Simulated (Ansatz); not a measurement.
# How fast states decay through YLuCl6

Wanted: the relaxed cell of YLuCl6, its band edges and its decay constants. It is built by putting Y for part of the Lu in the LuCl3 structure of space group P6_3/mmc, with the volume rescaled by atomic radii. The parent structure comes from the Materials Project.

Method: r2SCAN DFT, plane waves, PAW files, in the first sound run; inputs show where later runs differ, in Ansatz 0.2.0.

Report form: the programs' logs are mostly left out.

The structure was built from a prototype and need not be the compound's stable phase.

### 1. The starting structure

Symmetry: P-6m2, No. 187, hexagonal system. Conventional cell: a = 9.485 Å, b = 9.485 Å, c = 3.480 Å, α = 90.00°, β = 90.00°, γ = 120.00°. Y has 6 Cl at 2.60 Å nearest. Lu has 6 Cl at 2.60 Å nearest. Nearest to Cl lie 2 Y at 2.60 Å. Nearest to Cl lie 2 Lu at 2.60 Å. It derives from LuCl3. Y for part of the Lu in the LuCl3 structure of space group P6_3/mmc. Farther neighbours and most contacts between anions are not listed.

### 2. Cell and atoms at rest

The substituted atoms don't fit the parent's cell, so cell and atoms relax together. A small smearing keeps the run stable in case the gap closes on the way.

input.yaml reads:

```yaml
crystal:
  lattice:
    - [9.484588166, 0.0, 0.0]
    - [-4.742294083, 8.2138942962, 0.0]
    - [0.0, 0.0, 3.4801548455]
  atoms:
    - { symbol: "Y", position: [0.6666666667, 0.3333333333, 0.25] }
    - { symbol: Lu, position: [0.3333333333, 0.6666666667, 0.75] }
    - { symbol: Cl, position: [0.78409922, 0.21590078, 0.75] }
    - { symbol: Cl, position: [0.43180156, 0.21590078, 0.75] }
    - { symbol: Cl, position: [0.78409922, 0.56819844, 0.75] }
    - { symbol: Cl, position: [0.21590078, 0.78409922, 0.25] }
    - { symbol: Cl, position: [0.56819844, 0.78409922, 0.25] }
    - { symbol: Cl, position: [0.21590078, 0.43180156, 0.25] }
kpoints:
  mp_grid: { grid: [4, 4, 6] }
scf:
  occupations: { method: gaussian, width: 0.03 }
hamiltonian:
  xc: r2scan
output:
  forces: true
  stress: true
relax:
  f_tol: 0.02
  max_steps: 60
  cell: {}
```

Launch:

```bash
> ansatz run input.yaml --threads 2 --pin off --max-ram 4096MiB --backend cpu --events-out ev --progress --plain --runs-dir out
```

Wall time 80 s (2 threads of Intel Xeon Platinum 8488C (Sapphire Rapids), shared host); peak memory 1.2 GiB; 2.6 min of CPU time.

Relaxation path:

```
step  energy less that of the first step (eV)  largest force component (eV/Å)  pressure (GPa)  volume (Å³)
   1                                   0.0000                          0.6439            1.75       271.12
   2                                  -0.0018                          0.6592           -1.19       279.62
   3                                  -0.0754                          0.1078           -0.35       278.27
   4                                  -0.0801                          0.0080           -0.07       277.09
   5                                  -0.0797                          0.0587           -0.01       275.54
   6                                  -0.0809                          0.0005            0.00       276.94
  7*                                  -0.0815                          0.0005            0.00       276.94
```

Relaxation steps marked * repeat the geometry before them on a plane-wave basis chosen anew for their cell, so energy and pressure can jump there. Relaxation step 5 was tried and not accepted.

Forces are held to the 12 operations that the run works with; a distortion that breaks them can't arise in this run.

```
conventional cell, symmetrised  before  after  change
                         a (Å)   9.485  9.498  +0.1 %
                         b (Å)   9.485  9.498  +0.1 %
                         c (Å)   3.480  3.545  +1.9 %
              volume (Å³/atom)   33.89  34.62  +2.1 %
```

The atoms that moved most (Å, as changes of fractional coordinates times the final cell):

```
atom      dx      dy     dz  length
 Cl3   0.035  -0.020  0.000   0.040
 Cl4  -0.035  -0.020  0.000   0.040
 Cl5   0.000   0.040  0.000   0.040
 Cl6   0.006  -0.003  0.000   0.007
 Cl7  -0.006  -0.003  0.000   0.007
 Cl8   0.000   0.007  0.000   0.007
```

Numbers from this step:

```yaml
free_energy: -25124.5467 eV
fermi_energy: 2.333 eV
pressure: 7.62e-4 GPa
```

The largest force component on a free atom ends at 4.8e-4 eV/Å.

### 3. Band edges

The energy window and the wavevectors of the next steps follow from the band edges, so these are searched first, off the mesh as well.

input.yaml reads:

```yaml
crystal:
  lattice:
    - [9.4978917391, 0.0, 0.0]
    - [-4.7489458696, 8.2254155285, 0.0]
    - [0.0, 0.0, 3.5448143279]
  atoms:
    - { symbol: "Y", position: [0.6666666667, 0.3333333333, 0.25] }
    - { symbol: Lu, position: [0.3333333333, 0.6666666667, 0.75] }
    - { symbol: Cl, position: [0.7865508709, 0.2134491291, 0.75] }
    - { symbol: Cl, position: [0.4268982582, 0.2134491291, 0.75] }
    - { symbol: Cl, position: [0.7865508709, 0.5731017418, 0.75] }
    - { symbol: Cl, position: [0.2163250721, 0.7836749279, 0.25] }
    - { symbol: Cl, position: [0.5673498557, 0.7836749279, 0.25] }
    - { symbol: Cl, position: [0.2163250721, 0.4326501443, 0.25] }
kpoints:
  mp_grid: { grid: [4, 4, 8] }
  band_path: { path: [VBM, CBM], npoints: 30 }
scf:
  occupations: { method: fixed }
hamiltonian:
  xc: r2scan
output:
  eigenvalues: true
  write_potential: true
  write_density: true
  volumetric_format: npy
```

It took 55 s on 2 threads; peak memory 1.2 GiB; 1.8 min of CPU time.

Numbers from this step:

| Item | Value |
| --- | --- |
| free energy | -25124.5470 eV |
| Fermi energy | 0.3044 eV |
| gap on the k-mesh | 4.055 eV |
| gap on path | 4.054 eV, by band count; negative where bands overlap |
| direct gap on path | 4.059 eV |
| edge places on path | 0, 0.2954 1/A along the path |

The electronic bands at the labelled points (eV, zero at the Fermi level (highest filled level under fixed occupations); v1 is the highest filled band, c1 the lowest empty one):

```
  point     v4     v3     v2    v1    c1    c2    c3    c4
    VBM  -0.80  -0.58  -0.58  0.00  4.69  5.21  6.07  6.07
halfway  -0.60  -0.60  -0.57  0.00  4.23  4.71  6.04  6.04
    CBM  -0.61  -0.56  -0.37  0.00  4.06  4.52  6.02  6.02
```

The searched edges give 4.05 eV, as on the mesh.

### 4. Decaying states in the gap

This step: r2SCAN DFT, plane waves, PAW files; complex bands by layer matching along the plane's normal (Ansatz 0.2.0).

The same crystal is laid in a cell whose first two vectors span the (100) plane (indices of the standard conventional cell, whose axes can be ordered otherwise than in the bulk input). At fixed energy and wavevector in the plane the solver finds all kz, real and complex. A few wavevectors are listed, (0, 0) and (0, 0.1667) in units of the plane's reciprocal vectors; the slowest state needn't be among them.

input.yaml reads:

```yaml
crystal:
  lattice:
    - [9.497891739, 0.0, 0.0]
    - [0.0, 3.544814328, 0.0]
    - [4.74894587, 0.0, 8.225415528]
  atoms:
    - { symbol: "Y", position: [0.6666666667, 0.25, 0.6666666667] }
    - { symbol: Lu, position: [0.3333333333, 0.75, 0.3333333333] }
    - { symbol: Cl, position: [0.4268982582, 0.75, 0.7865508709] }
    - { symbol: Cl, position: [0.7865508709, 0.75, 0.4268982582] }
    - { symbol: Cl, position: [0.7865508709, 0.75, 0.7865508709] }
    - { symbol: Cl, position: [0.5673498557, 0.25, 0.2163250721] }
    - { symbol: Cl, position: [0.2163250721, 0.25, 0.5673498557] }
    - { symbol: Cl, position: [0.2163250721, 0.25, 0.2163250721] }
kpoints:
  mp_grid: { grid: [4, 6, 4] }
scf:
  occupations: { method: fixed }
hamiltonian:
  xc: r2scan
output:
  eigenvalues: true
  transmission:
    leads: [[0, 0]]
    kpoints: [[0.0, 0.0], [0.0, 0.1667]]
    e_range: [-1.0, 5.05]
    de: 0.15
```

The job ended after 1.7 min (2 threads; peak memory 2 GiB).

A gap read on the k-mesh alone can miss the band edges.

This step gave:

| Property | Result |
| --- | --- |
| free energy | -25124.5467 eV |
| Fermi energy | 0.3054 eV |
| gap on the k-mesh | 4.054 eV |
| level to which the leads are filled | 2.027 eV from the Fermi level |
| decay constant at the filling level, zone centre | 0.5154 Å⁻¹ |
| decay constant at the filling level, slowest listed point | 0.5154 Å⁻¹ |

K parallel (0, 0); values up to 1.5 1/Å, a degenerate pair printed once or twice; energies at which all values exceed this have no row. The Im kz of the slowest decaying states by energy, zero at the highest filled level on the SCF mesh:

```
energy (eV)  decay 1 (Å⁻¹)  decay 2 (Å⁻¹)  decay 3 (Å⁻¹)  decay 4 (Å⁻¹)
      -1.00         0.0241         0.0707          0.185          0.427
      -0.70          0.148          0.223          0.420          0.742
      -0.40         0.0789          0.291          0.341          0.461
      -0.10          0.378          0.540          0.568          0.569
       0.05          0.138          0.406          0.601          0.602
       0.20          0.258          0.429          0.627          0.653
       0.50          0.385          0.463          0.665          0.723
       0.80          0.469          0.487          0.692          0.716
       1.10          0.502          0.533          0.706          0.711
       1.40          0.512          0.585          0.694          0.724
       1.70          0.516          0.631          0.680          0.733
       2.00          0.515          0.663          0.672          0.738
       2.30          0.510          0.644          0.710          0.741
       2.60          0.498          0.623          0.740          0.746
       2.90          0.478          0.600          0.737          0.781
       3.20          0.445          0.577          0.731          0.813
       3.50          0.393          0.553          0.723          0.842
       3.80          0.299          0.530          0.710          0.862
       4.10          0.505          0.692          0.830          0.837
       4.40          0.122          0.473          0.663          0.764
       4.70          0.460          0.602          0.650          0.762
       5.00          0.450          0.516          0.653          0.730
```

K parallel (0, 0.1667); values up to 1.5 1/Å, a degenerate pair printed once or twice; energies at which all values exceed this have no row. The Im kz of the slowest decaying states by energy, zero at the highest filled level on the SCF mesh:

```
energy (eV)  decay 1 (Å⁻¹)  decay 2 (Å⁻¹)  decay 3 (Å⁻¹)  decay 4 (Å⁻¹)
      -1.00          0.195          0.229          0.426          0.585
      -0.70          0.216          0.310          0.558           1.00
      -0.40         0.0796          0.313          0.363          0.562
      -0.10          0.423          0.572          0.646          0.736
       0.05          0.136          0.456          0.635          0.674
       0.20          0.263          0.482          0.686          0.696
       0.50          0.394          0.521          0.731          0.752
       0.80          0.478          0.548          0.756          0.756
       1.10          0.540          0.566          0.755          0.774
       1.40          0.579          0.589          0.749          0.788
       1.70          0.586          0.630          0.740          0.797
       2.00          0.589          0.663          0.727          0.804
       2.30          0.589          0.691          0.710          0.808
       2.60          0.584          0.691          0.715          0.809
       2.90          0.575          0.669          0.734          0.808
       3.20          0.560          0.646          0.749          0.805
       3.50          0.536          0.622          0.760          0.801
       3.80          0.498          0.600          0.766          0.794
       4.10          0.440          0.579          0.768          0.784
       4.40          0.343          0.558          0.766          0.769
       4.70          0.537          0.744          0.759          0.836
       5.00          0.185          0.513          0.694          0.749
```

At the listed wavevectors the last open channel is at -0.10 eV and the next at +4.10 eV on the grid. At +2.00 eV, the grid energy nearest the filling level (the middle of the gap on the SCF mesh), the slowest state at the listed wavevectors decays with κ = 0.515 Å⁻¹, its amplitude falling by e over 1.9 Å. Through 1 nm of this crystal that state's transmission falls by exp(−2 × 0.515 Å⁻¹ × 10 Å) = 3.3e-5.

### 5. Decay over the two-dimensional zone

The listed points could miss the slowest state, so one energy near mid-gap is solved on a mesh of 4×10.

Changes to input.yaml since step 4:

```diff
@@ -22,6 +22,2 @@
   eigenvalues: true
-  transmission:
-    leads: [[0, 0]]
-    kpoints: [[0.0, 0.0], [0.0, 0.1667]]
-    e_range: [-1.0, 5.05]
-    de: 0.15
+  transmission: { leads: [[0, 0]], kmesh: [4, 10], e_range: [2.03, 2.04], de: 0.05 }
```

Elapsed: 90 s, on 2 threads; peak memory 2.4 GiB.

This step gave:

```yaml
least_decay_constant_on_the_mesh: 0.5151 Å⁻¹
```

Slowest decay constant (1/Å; 0 where a channel is open) over k1 and k2. At 2.0300 eV from the Fermi level.

Values, 10 rows by 4 columns:
```
0.819 0.726 0.699 0.726
0.828 0.763 0.735 0.763
0.751 0.658 0.623 0.658
0.685 0.580 0.544 0.580
0.662 0.551 0.515 0.551
0.685 0.580 0.544 0.580
0.751 0.658 0.623 0.658
0.828 0.763 0.735 0.763
0.819 0.726 0.699 0.726
0.823 0.708 0.675 0.708
```
Columns: k1 (b1) from -0.5 to 0.25; rows upwards: k2 (b2) from -0.5 to 0.4.

The least value on the mesh is 0.515 Å⁻¹ at +2.03 eV. At that energy the listed points give about 0.515 Å⁻¹ by interpolation, so the mesh holds no clearly slower state.

### 6. Band edges at another level, cutoff 420 eV

This step: PBEsol DFT, plane waves, PAW files (Ansatz 0.2.0).

The edges again with PBEsol, at the same atoms. Against that run the cutoff is 420 eV against 500.

input.yaml reads:

```yaml
crystal:
  lattice:
    - [9.4978917391, 0.0, 0.0]
    - [-4.7489458696, 8.2254155285, 0.0]
    - [0.0, 0.0, 3.5448143279]
  atoms:
    - { symbol: "Y", position: [0.6666666667, 0.3333333333, 0.25] }
    - { symbol: Lu, position: [0.3333333333, 0.6666666667, 0.75] }
    - { symbol: Cl, position: [0.7865508709, 0.2134491291, 0.75] }
    - { symbol: Cl, position: [0.4268982582, 0.2134491291, 0.75] }
    - { symbol: Cl, position: [0.7865508709, 0.5731017418, 0.75] }
    - { symbol: Cl, position: [0.2163250721, 0.7836749279, 0.25] }
    - { symbol: Cl, position: [0.5673498557, 0.7836749279, 0.25] }
    - { symbol: Cl, position: [0.2163250721, 0.4326501443, 0.25] }
kpoints:
  mp_grid: { grid: [4, 4, 8] }
  band_path: { path: [VBM, CBM], npoints: 30 }
scf:
  occupations: { method: fixed }
hamiltonian:
  xc: pbesol
output:
  eigenvalues: true
```

The job ended after 31 s (2 threads; peak memory 0.65 GiB).

Numbers from this step:

| Quantity | Value |
| --- | --- |
| free energy | -24788.8034 eV |
| Fermi energy | 0.6471 eV |
| gap on the k-mesh | 3.474 eV |
| gap on path | 3.473 eV, by band count; negative where bands overlap |
| direct gap on path | 3.478 eV |

The electronic bands at the labelled points (eV, zero at the Fermi level (highest filled level under fixed occupations); v1 is the highest filled band, c1 the lowest empty one):

```
  point     v4     v3     v2    v1    c1    c2    c3    c4
    VBM  -0.80  -0.58  -0.58  0.00  4.12  4.60  5.49  5.49
halfway  -0.61  -0.61  -0.56  0.00  3.66  4.09  5.45  5.45
    CBM  -0.61  -0.54  -0.35  0.00  3.47  3.89  5.42  5.42
```

The searched edges give 3.47 eV, as on the mesh.

Between step 3 and this run (PBEsol and cutoff 420 eV) the value for the gap on the k-mesh moves from 4.06 eV to 3.47 eV.

(Part 1 of 2 ends here.)

[Logs are printed without paths, hosts, clocks, repeated set-up lines and the standing remarks that a program may print on its own settings, such as how far it seeks lower states.]

[Hosts, paths, dates, database ids (printed as entryN), source tags and the programs' standing remarks are cut or masked in the printed files.]
